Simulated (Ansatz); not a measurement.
# linear Re chain under tension and compression, part 2 of 3

Aim: how do moment and conductance of the linear Re chain follow its length?

Ansatz 0.2.0; DFT LDA, plane waves, PAW; relaxation of a chain's period (the session's first sound run).

So far. Step 2 (The relaxed wire): The cell's length comes to 2.215 Å with no moment. That is -21 % against the start, more than a small adjustment.

## 3. At a set period, period over the relaxed period 0.88, k-mesh 1×1×42

This step: DFT LDA, plane waves, PAW; channels and complex bands of a perfect chain (Ansatz 0.2.0).

The period is set to 0.88 times the relaxed one: shorter bonds widen the bands.

The cell differs from the one that the last finished run ended in (c 2.215 → 1.949 Å).

input.yaml

```yaml
crystal:
  lattice:
    - [7.5, 0.0, 0.0]
    - [0.0, 7.5, 0.0]
    - [0.0, 0.0, 1.9493023328]
  atoms:
    - { symbol: Re, position: [0.5, 0.5, 0.0], spin: 2.0 }
magnetization:
  spin_polarized: true
kpoints:
  mp_grid: { grid: [1, 1, 42] }
scf:
  occupations: { method: fermi_dirac, width: 0.05 }
hamiltonian:
  xc: lda
output:
  transmission:
    e_range: [-2, 2]
    de: 0.035
    kmesh: [1, 1]
    reduced_basis: true
    leads: [[0, 0]]
  stress: true
```

Run with:

```
ansatz run input.yaml --threads 4 --pin off --max-ram 8192MiB --backend cpu --events-out ev --progress --plain --runs-dir out
```

Numbers of over 12 decimals in the logs are rounded to 6 here.

Log:

```text
[...]
Crystal: 1 atoms, lattice volume = 109.648 Å³
Basis set: ecut = 420 eV, 2111 PW (Γ)
Bands: 13, of which v1, the nominal top of the filled ones, is band 8 counted from 1 (7 counted from 0)
Symmetry: 16 space group operations
[...]
k-points: 22 of 42
[...]
Starting moments: Σ|m| = 2 μB on 1 of 1 site
[...]
SCF iter   1: F=—  HF=-10598.394022 eV  |F-HF|=—  |Δ(HF+E_count)|=         —  Δρ=3.77e-2 (↑2.64e-2 ↓3.77e-2)  dr2=1.30e0  dr2_m=8.73e-1  M=0.165 μB ∫|m|=0.170 μB  β_m=0.30  ethr=3.10e-3  ⟨swp⟩=6.7  Hψ=3620  notcnv=0
[...]
SCF iter   2: F=—  HF=-10599.234471 eV  |F-HF|=—  |Δ(HF+E_count)|=   8.40e-1  Δρ=2.50e-2 (↑1.87e-2 ↓2.50e-2)  dr2=4.09e-1  dr2_m=4.31e-1  M=0.152 μB ∫|m|=0.157 μB  β_m=0.55  ethr=3.10e-3  ⟨swp⟩=2.9  Hψ=1318  notcnv=0  defer=39
[...]
spin=Collinear: Resta preconditioning applied to the charge; magnetization (m = ρ↑ − ρ↓) channel mixes plain (no charge-response kernel on spin).
SCF iter   3: F=—  HF=-10600.227239 eV  |F-HF|=—  |Δ(HF+E_count)|=   9.93e-1  Δρ=5.60e-3 (↑4.24e-3 ↓5.60e-3)  dr2=1.10e-2  dr2_m=2.35e-2  M=0.030 μB ∫|m|=0.034 μB  β_m=0.67  ethr=2.73e-3  ⟨swp⟩=2.6  Hψ=1102  notcnv=0  defer=39
[...]
SCF iter   9: F=-10600.276396 eV  HF=-10600.276396 eV  |F-HF|=1.27e-11  |Δ(HF+E_count)|=  7.20e-10  Δρ=7.99e-8 (↑7.99e-8 ↓5.49e-8)  dr2=1.95e-11  dr2_m=1.02e-12  M=-0.000 μB ∫|m|=0.000 μB  ethr=3.62e-12  ⟨swp⟩=4.5  Hψ=2297  notcnv=0
SCF 1 converged in 9 iterations: F = -10600.276396 eV  dr2 = 1.95e-11
[...]
transmission: 6 of 36 steps passed
transmission: 9 of 36 steps passed
[...]
transmission: 36 of 36 steps passed
SCF converged after 9 iterations
Magnetization: -0.0000 μB (7.5000 up, 7.5000 down)
Absolute magnetization: 0.0000 μB (∫|ρ↑−ρ↓|, with the PAW one-centre terms)
[...]
Per-site moments (μB) at R_I (Å): [(-2.465448543271877e-7, 0.804087)]
Free energy (F): -10600.276396 eV
[...]
Internal energy: -10600.268069 eV  (E = F + TS)
E sigma→0 (E₀):  -10600.272233 eV
Entropy (-TS):   -0.008327 eV (-8.327 meV/atom)
Fermi energy:    -1.091071 eV
[...]
--- Stress (GPa, compression-positive) ---
       -0.172077       0.000000       0.000000
        0.000000      -0.172077       0.000000
        0.000000       0.000000      38.853916
  P = ⅓ Tr σ = 12.8366 GPa (128.366 kbar)
--- Band table (eV; the first three rows and the last of 44) ---
  k-point 0 ↑: bands = [... 4 lower, -8.8996, -4.5743, -3.3769, -3.3659, 0.9259, 0.9259, 3.2800, 4.5566, ... 1 higher]
  k-point 1 ↑: bands = [... 4 lower, -8.7780, -4.5499, -3.3599, -3.3490, 0.9211, 0.9211, 3.3026, 4.5782, ... 1 higher]
  k-point 2 ↑: bands = [... 4 lower, -8.4189, -4.4761, -3.3091, -3.2983, 0.9011, 0.9011, 3.3702, 4.6427, ... 1 higher]
  k-point 21 ↓: bands = [... 4 lower, -7.8250, -7.8250, 0.8301, 0.8315, 2.4289, 6.6143, 10.7505, 10.7505, ... 1 higher]
--- Transmission ---
  basis      : 497 plane waves across, 3 finite elements along
  points     : 1, standing for a mesh of 1 x 1
  filling    : by the input's occupations and mesh, since the crystals that have channels conduct as metals do. If one of these is a semiconductor, that mesh has misplaced its level
  energies   : 115 from -2.000000 to 1.990000 eV about the Fermi level, 0.035000 eV apart; the leads are filled to 0.000000 eV, and channels, transmission and decay are at -0.005000 eV
  crystal 0  : Re1, at the sites [0, 0], period 1.9493 Å: whole cells are its period
    offset         : up to 0.0000 Å between an atom of the period and one for which it stands
    filled         : 68.2 meV under the level at which it is neutral
    channels       : 6.000000e0 up, 6.000000e0 down
    conductance    : 8.2646e14 S/m² at 300 K; may be off by some 0.0 % by where its bands' edges are placed, 0.0 % from the distance to neutral
```

It took 21 s on 4 threads of Arm Neoverse V2, shared host; peak memory 0.46 GiB; 68 s of CPU time.

The column dr2 measures how far the density is from self-consistency, as an energy; F and HF (Harris–Foulkes) agree once it is small.

This step gave:

| Quantity | Value |
| --- | --- |
| energy at zero smearing | -10600.2722 eV |
| channels at the energy nearest the Fermi level, spin up | 6 |
| channels at the energy nearest the Fermi level, spin down | 6 |
| conductance of the lead as this run defines it | 6.000 G₀ |
| band gap | 0 eV |

Table of open channels of the lead by energy, zero at the Fermi level:

```
energy (eV)  spin up  spin down
     -2.000        6          6
     -1.895        6          6
     -1.790        6          6
     -1.685        6          6
     -1.615        6          6
     -1.510        6          6
     -1.405        6          6
     -1.300        6          6
     -1.195        6          6
     -1.090        6          6
     -0.985        6          6
     -0.915        6          6
     -0.810        6          6
     -0.705        6          6
     -0.600        6          6
     -0.495        6          6
     -0.390        6          6
     -0.285        6          6
     -0.215        6          6
     -0.110        6          6
     -0.005        6          6
      0.100        6          6
      0.205        6          6
      0.310        6          6
      0.415        6          6
      0.485        6          6
      0.590        6          6
      0.695        6          6
      0.800        6          6
      0.905        6          6
      1.010        6          6
      1.115        6          6
      1.185        6          6
      1.290        6          6
      1.395        6          6
      1.500        6          6
      1.605        6          6
      1.710        6          6
      1.815        6          6
      1.885        6          6
```

At the computed energy nearest the Fermi level there are 6 spin-up and 6 spin-down channels, and the thermal average gives 6.00 G₀.

## 4. The chain at a fixed length, period over the relaxed period 0.92, k-mesh 1×1×40

The period is set to 0.92 times the relaxed one: shorter bonds widen the bands.

The cell differs from the one that the last finished run ended in (c 1.949 → 2.038 Å).

Changes to input.yaml since step 3:

```diff
@@ -4,3 +4,3 @@
     - [0.0, 7.5, 0.0]
-    - [0.0, 0.0, 1.9493023328]
+    - [0.0, 0.0, 2.0379069842]
   atoms:
@@ -10,3 +10,3 @@
 kpoints:
-  mp_grid: { grid: [1, 1, 42] }
+  mp_grid: { grid: [1, 1, 40] }
 scf:
```

Log:

```text
[...]
Crystal: 1 atoms, lattice volume = 114.632 Å³
Basis set: ecut = 420 eV, 2239 PW (Γ)
Bands: 13, of which v1, the nominal top of the filled ones, is band 8 counted from 1 (7 counted from 0)
Symmetry: 16 space group operations
[...]
k-points: 21 of 40
[...]
Starting moments: Σ|m| = 2 μB on 1 of 1 site
[...]
--- Transmission ---
  basis      : 497 plane waves across, 3 finite elements along
  points     : 1, standing for a mesh of 1 x 1
[...]
crystal 0  : Re1, at the sites [0, 0], period 2.0379 Å: whole cells are its period
[...]
filled         : 68.8 meV over the level at which it is neutral
    channels       : 6.000000e0 up, 6.000000e0 down
[...]
[key lines of the parts left out:]
SCF converged after 10 iterations
Magnetization: -0.0000 μB (7.5000 up, 7.5000 down)
Free energy (F): -10601.172680 eV
Fermi energy:    -1.251491 eV
P = ⅓ Tr σ = 6.5561 GPa (65.561 kbar)
```

Run time: 20 s. Hardware: 4 threads; peak memory 0.44 GiB; 64 s of CPU time.

At the computed energy nearest the Fermi level there are 6 spin-up and 6 spin-down channels, and the thermal average gives 6.00 G₀.

## 5. The chain at a fixed length, period over the relaxed period 0.96, k-mesh 1×1×38

The period is set to 0.96 times the relaxed one: shorter bonds widen the bands.

The cell differs from the one that the last finished run ended in (c 2.038 → 2.127 Å).

Changes to input.yaml since step 4:

```diff
@@ -4,3 +4,3 @@
     - [0.0, 7.5, 0.0]
-    - [0.0, 0.0, 2.0379069842]
+    - [0.0, 0.0, 2.1265116357]
   atoms:
@@ -10,3 +10,3 @@
 kpoints:
-  mp_grid: { grid: [1, 1, 40] }
+  mp_grid: { grid: [1, 1, 38] }
 scf:
```

Log:

```text
[...]
Crystal: 1 atoms, lattice volume = 119.616 Å³
Basis set: ecut = 420 eV, 2351 PW (Γ)
Bands: 13, of which v1, the nominal top of the filled ones, is band 8 counted from 1 (7 counted from 0)
Symmetry: 16 space group operations
[...]
k-points: 20 of 38
[...]
Starting moments: Σ|m| = 2 μB on 1 of 1 site
[...]
--- Transmission ---
  basis      : 497 plane waves across, 3 finite elements along
  points     : 1, standing for a mesh of 1 x 1
[...]
crystal 0  : Re1, at the sites [0, 0], period 2.1265 Å: whole cells are its period
[...]
filled         : 4.0 meV over the level at which it is neutral
    channels       : 6.000000e0 up, 6.000000e0 down
[...]
[key lines of the parts left out:]
SCF converged after 12 iterations
Magnetization: -0.0000 μB (7.5000 up, 7.5000 down)
Free energy (F): -10601.591962 eV
Fermi energy:    -1.574356 eV
P = ⅓ Tr σ = 2.6900 GPa (26.900 kbar)
```

Elapsed: 17 s, on 4 threads; peak memory 0.43 GiB.

At the computed energy nearest the Fermi level there are 6 spin-up and 6 spin-down channels, and the thermal average gives 6.00 G₀.

## 6. At a set period, period over the relaxed period 1, k-mesh 1×1×37

The period is set to 1.0 times the relaxed one, as the point of reference.

Changes to input.yaml since step 5:

```diff
@@ -4,3 +4,3 @@
     - [0.0, 7.5, 0.0]
-    - [0.0, 0.0, 2.1265116357]
+    - [0.0, 0.0, 2.2151162872]
   atoms:
@@ -10,3 +10,3 @@
 kpoints:
-  mp_grid: { grid: [1, 1, 38] }
+  mp_grid: { grid: [1, 1, 37] }
 scf:
```

Log:

```text
[...]
Crystal: 1 atoms, lattice volume = 124.600 Å³
Basis set: ecut = 420 eV, 2463 PW (Γ)
Bands: 13, of which v1, the nominal top of the filled ones, is band 8 counted from 1 (7 counted from 0)
Symmetry: 16 space group operations
[...]
k-points: 19 of 37
[...]
Starting moments: Σ|m| = 2 μB on 1 of 1 site
[...]
--- Transmission ---
  basis      : 497 plane waves across, 3 finite elements along
  points     : 1, standing for a mesh of 1 x 1
[...]
crystal 0  : Re1, at the sites [0, 0], period 2.2151 Å: whole cells are its period
[...]
filled         : 19.4 meV under the level at which it is neutral
    channels       : 6.000000e0 up, 6.000000e0 down
[...]
[key lines of the parts left out:]
SCF converged after 11 iterations
Magnetization: -0.0000 μB (7.5000 up, 7.5000 down)
Free energy (F): -10601.708621 eV
Fermi energy:    -1.794335 eV
P = ⅓ Tr σ = -0.1721 GPa (-1.721 kbar)
```

Wall time 15 s (4 threads); peak memory 0.42 GiB.

At the computed energy nearest the Fermi level there are 6 spin-up and 6 spin-down channels, and the thermal average gives 6.00 G₀.

## 7. At a set period, period over the relaxed period 1.04, k-mesh 1×1×35

The period is set to 1.04 times the relaxed one: longer bonds narrow the bands.

The cell differs from the one that the last finished run ended in (c 2.215 → 2.304 Å).

Changes to input.yaml since step 6:

```diff
@@ -4,3 +4,3 @@
     - [0.0, 7.5, 0.0]
-    - [0.0, 0.0, 2.2151162872]
+    - [0.0, 0.0, 2.3037209387]
   atoms:
@@ -10,3 +10,3 @@
 kpoints:
-  mp_grid: { grid: [1, 1, 37] }
+  mp_grid: { grid: [1, 1, 35] }
 scf:
```

Log:

```text
[...]
Crystal: 1 atoms, lattice volume = 129.584 Å³
Basis set: ecut = 420 eV, 2527 PW (Γ)
Bands: 13, of which v1, the nominal top of the filled ones, is band 8 counted from 1 (7 counted from 0)
Symmetry: 16 space group operations
[...]
k-points: 18 of 35
[...]
Starting moments: Σ|m| = 2 μB on 1 of 1 site
[...]
--- Transmission ---
  basis      : 497 plane waves across, 3 finite elements along
  points     : 1, standing for a mesh of 1 x 1
[...]
crystal 0  : Re1, at the sites [0, 0], period 2.3037 Å: whole cells are its period
[...]
filled         : 31.7 meV under the level at which it is neutral
    channels       : 6.000000e0 up, 6.000000e0 down
[...]
[key lines of the parts left out:]
SCF converged after 11 iterations
Magnetization: 0.0000 μB (7.5000 up, 7.5000 down)
Free energy (F): -10601.597705 eV
Fermi energy:    -1.994830 eV
P = ⅓ Tr σ = -2.1077 GPa (-21.077 kbar)
```

Wall time 15 s (4 threads); peak memory 0.43 GiB; 49 s of CPU time.

At the computed energy nearest the Fermi level there are 6 spin-up and 6 spin-down channels, and the thermal average gives 6.00 G₀. The change of length costs 0.112 eV a cell and leaves no moment.

## 8. The chain at a fixed length, period over the relaxed period 1.08, k-mesh 1×1×34

The period is set to 1.08 times the relaxed one: longer bonds narrow the bands.

The cell differs from the one that the last finished run ended in (c 2.304 → 2.392 Å).

Changes to input.yaml since step 7:

```diff
@@ -4,3 +4,3 @@
     - [0.0, 7.5, 0.0]
-    - [0.0, 0.0, 2.3037209387]
+    - [0.0, 0.0, 2.3923255902]
   atoms:
@@ -10,3 +10,3 @@
 kpoints:
-  mp_grid: { grid: [1, 1, 35] }
+  mp_grid: { grid: [1, 1, 34] }
 scf:
```

Log:

```text
[...]
Crystal: 1 atoms, lattice volume = 134.568 Å³
Basis set: ecut = 420 eV, 2615 PW (Γ)
Bands: 13, of which v1, the nominal top of the filled ones, is band 8 counted from 1 (7 counted from 0)
Symmetry: 16 space group operations
[...]
k-points: 18 of 34
[...]
Starting moments: Σ|m| = 2 μB on 1 of 1 site
[...]
--- Transmission ---
  basis      : 497 plane waves across, 3 finite elements along
  points     : 1, standing for a mesh of 1 x 1
[...]
crystal 0  : Re1, at the sites [0, 0], period 2.3923 Å: whole cells are its period
[...]
filled         : 13.0 meV under the level at which it is neutral
    channels       : 6.000000e0 up, 6.000000e0 down
[...]
[key lines of the parts left out:]
SCF converged after 10 iterations
Magnetization: 0.0000 μB (7.5000 up, 7.5000 down)
Free energy (F): -10601.347079 eV
Fermi energy:    -2.123214 eV
P = ⅓ Tr σ = -3.3540 GPa (-33.540 kbar)
```

It took 14 s on 4 threads; peak memory 0.43 GiB.

At the computed energy nearest the Fermi level there are 6 spin-up and 6 spin-down channels, and the thermal average gives 6.00 G₀. The change of length costs 0.363 eV a cell and leaves no moment.

## 9. At a set period, period over the relaxed period 1.13, k-mesh 1×1×32

The period is set to 1.13 times the relaxed one: longer bonds narrow the bands.

The cell differs from the one that the last finished run ended in (c 2.392 → 2.503 Å).

Changes to input.yaml since step 8:

```diff
@@ -4,3 +4,3 @@
     - [0.0, 7.5, 0.0]
-    - [0.0, 0.0, 2.3923255902]
+    - [0.0, 0.0, 2.5030814046]
   atoms:
@@ -10,3 +10,3 @@
 kpoints:
-  mp_grid: { grid: [1, 1, 34] }
+  mp_grid: { grid: [1, 1, 32] }
 scf:
```

Log:

```text
[...]
Crystal: 1 atoms, lattice volume = 140.798 Å³
Basis set: ecut = 420 eV, 2769 PW (Γ)
Bands: 13, of which v1, the nominal top of the filled ones, is band 8 counted from 1 (7 counted from 0)
Symmetry: 16 space group operations
[...]
k-points: 17 of 32
[...]
Starting moments: Σ|m| = 2 μB on 1 of 1 site
[...]
--- Transmission ---
  basis      : 497 plane waves across, 4 finite elements along
  points     : 1, standing for a mesh of 1 x 1
[...]
crystal 0  : Re1, at the sites [0, 0], period 2.5031 Å: whole cells are its period
[...]
filled         : 6.6 meV under the level at which it is neutral
    channels       : 4.000000e0 up, 4.000000e0 down
[...]
[key lines of the parts left out:]
SCF converged after 2 iterations
Magnetization: 2.6410 μB (8.8205 up, 6.1795 down)
Free energy (F): -10600.923040 eV
Fermi energy:    -1.952211 eV
P = ⅓ Tr σ = -2.2858 GPa (-22.858 kbar)
```

Elapsed: 47 s, on 4 threads; peak memory 0.53 GiB; 2.7 min of CPU time.

At the computed energy nearest the Fermi level there are 4 spin-up and 4 spin-down channels, and the thermal average gives 4.03 G₀. The change of length costs 0.786 eV a cell and leaves an absolute moment of 2.64 μB a cell.

For the conductance of the lead as this run defines it, step 3 gave 6.00 G₀; this run, with period over the relaxed period 1.13 and k-mesh 1×1×32, gives 4.03 G₀ (-33 %).

## 10. The chain at a fixed length, period over the relaxed period 1.2, k-mesh 1×1×31

The period is set to 1.2 times the relaxed one: longer bonds narrow the bands.

The cell differs from the one that the last finished run ended in (c 2.503 → 2.658 Å).

Changes to input.yaml since step 9:

```diff
@@ -4,3 +4,3 @@
     - [0.0, 7.5, 0.0]
-    - [0.0, 0.0, 2.5030814046]
+    - [0.0, 0.0, 2.6581395447]
   atoms:
@@ -10,3 +10,3 @@
 kpoints:
-  mp_grid: { grid: [1, 1, 32] }
+  mp_grid: { grid: [1, 1, 31] }
 scf:
```

Log:

```text
[...]
Crystal: 1 atoms, lattice volume = 149.520 Å³
Basis set: ecut = 420 eV, 3009 PW (Γ)
Bands: 13, of which v1, the nominal top of the filled ones, is band 8 counted from 1 (7 counted from 0)
Symmetry: 16 space group operations
[...]
k-points: 16 of 31
[...]
Starting moments: Σ|m| = 2 μB on 1 of 1 site
[...]
--- Transmission ---
  basis      : 497 plane waves across, 4 finite elements along
  points     : 1, standing for a mesh of 1 x 1
[...]
crystal 0  : Re1, at the sites [0, 0], period 2.6581 Å: whole cells are its period
[...]
filled         : 10.3 meV under the level at which it is neutral
    channels       : 3.000000e0 up, 4.000000e0 down
[...]
[key lines of the parts left out:]
SCF converged after 8 iterations
Magnetization: 3.0251 μB (9.0126 up, 5.9874 down)
Free energy (F): -10600.519254 eV
Fermi energy:    -2.187722 eV
P = ⅓ Tr σ = -2.8757 GPa (-28.757 kbar)
```

It took 21 s on 4 threads; peak memory 0.47 GiB.

At the computed energy nearest the Fermi level there are 3 spin-up and 4 spin-down channels, and the thermal average gives 3.50 G₀. The change of length costs 1.185 eV a cell and leaves an absolute moment of 3.03 μB a cell.

Between step 3 and this run (period over the relaxed period 1.2 and k-mesh 1×1×31) the value for the conductance of the lead as this run defines it moves from 6.00 G₀ to 3.50 G₀ (-42 %).

[end of part 2 of 3]

[Logs are printed without paths, hosts, clocks, repeated set-up lines and the standing remarks that a program may print on its own settings, such as how far it seeks lower states.]

[Hosts, paths, dates, database ids (printed as entryN), source tags and the programs' standing remarks are cut or masked in the printed files.]
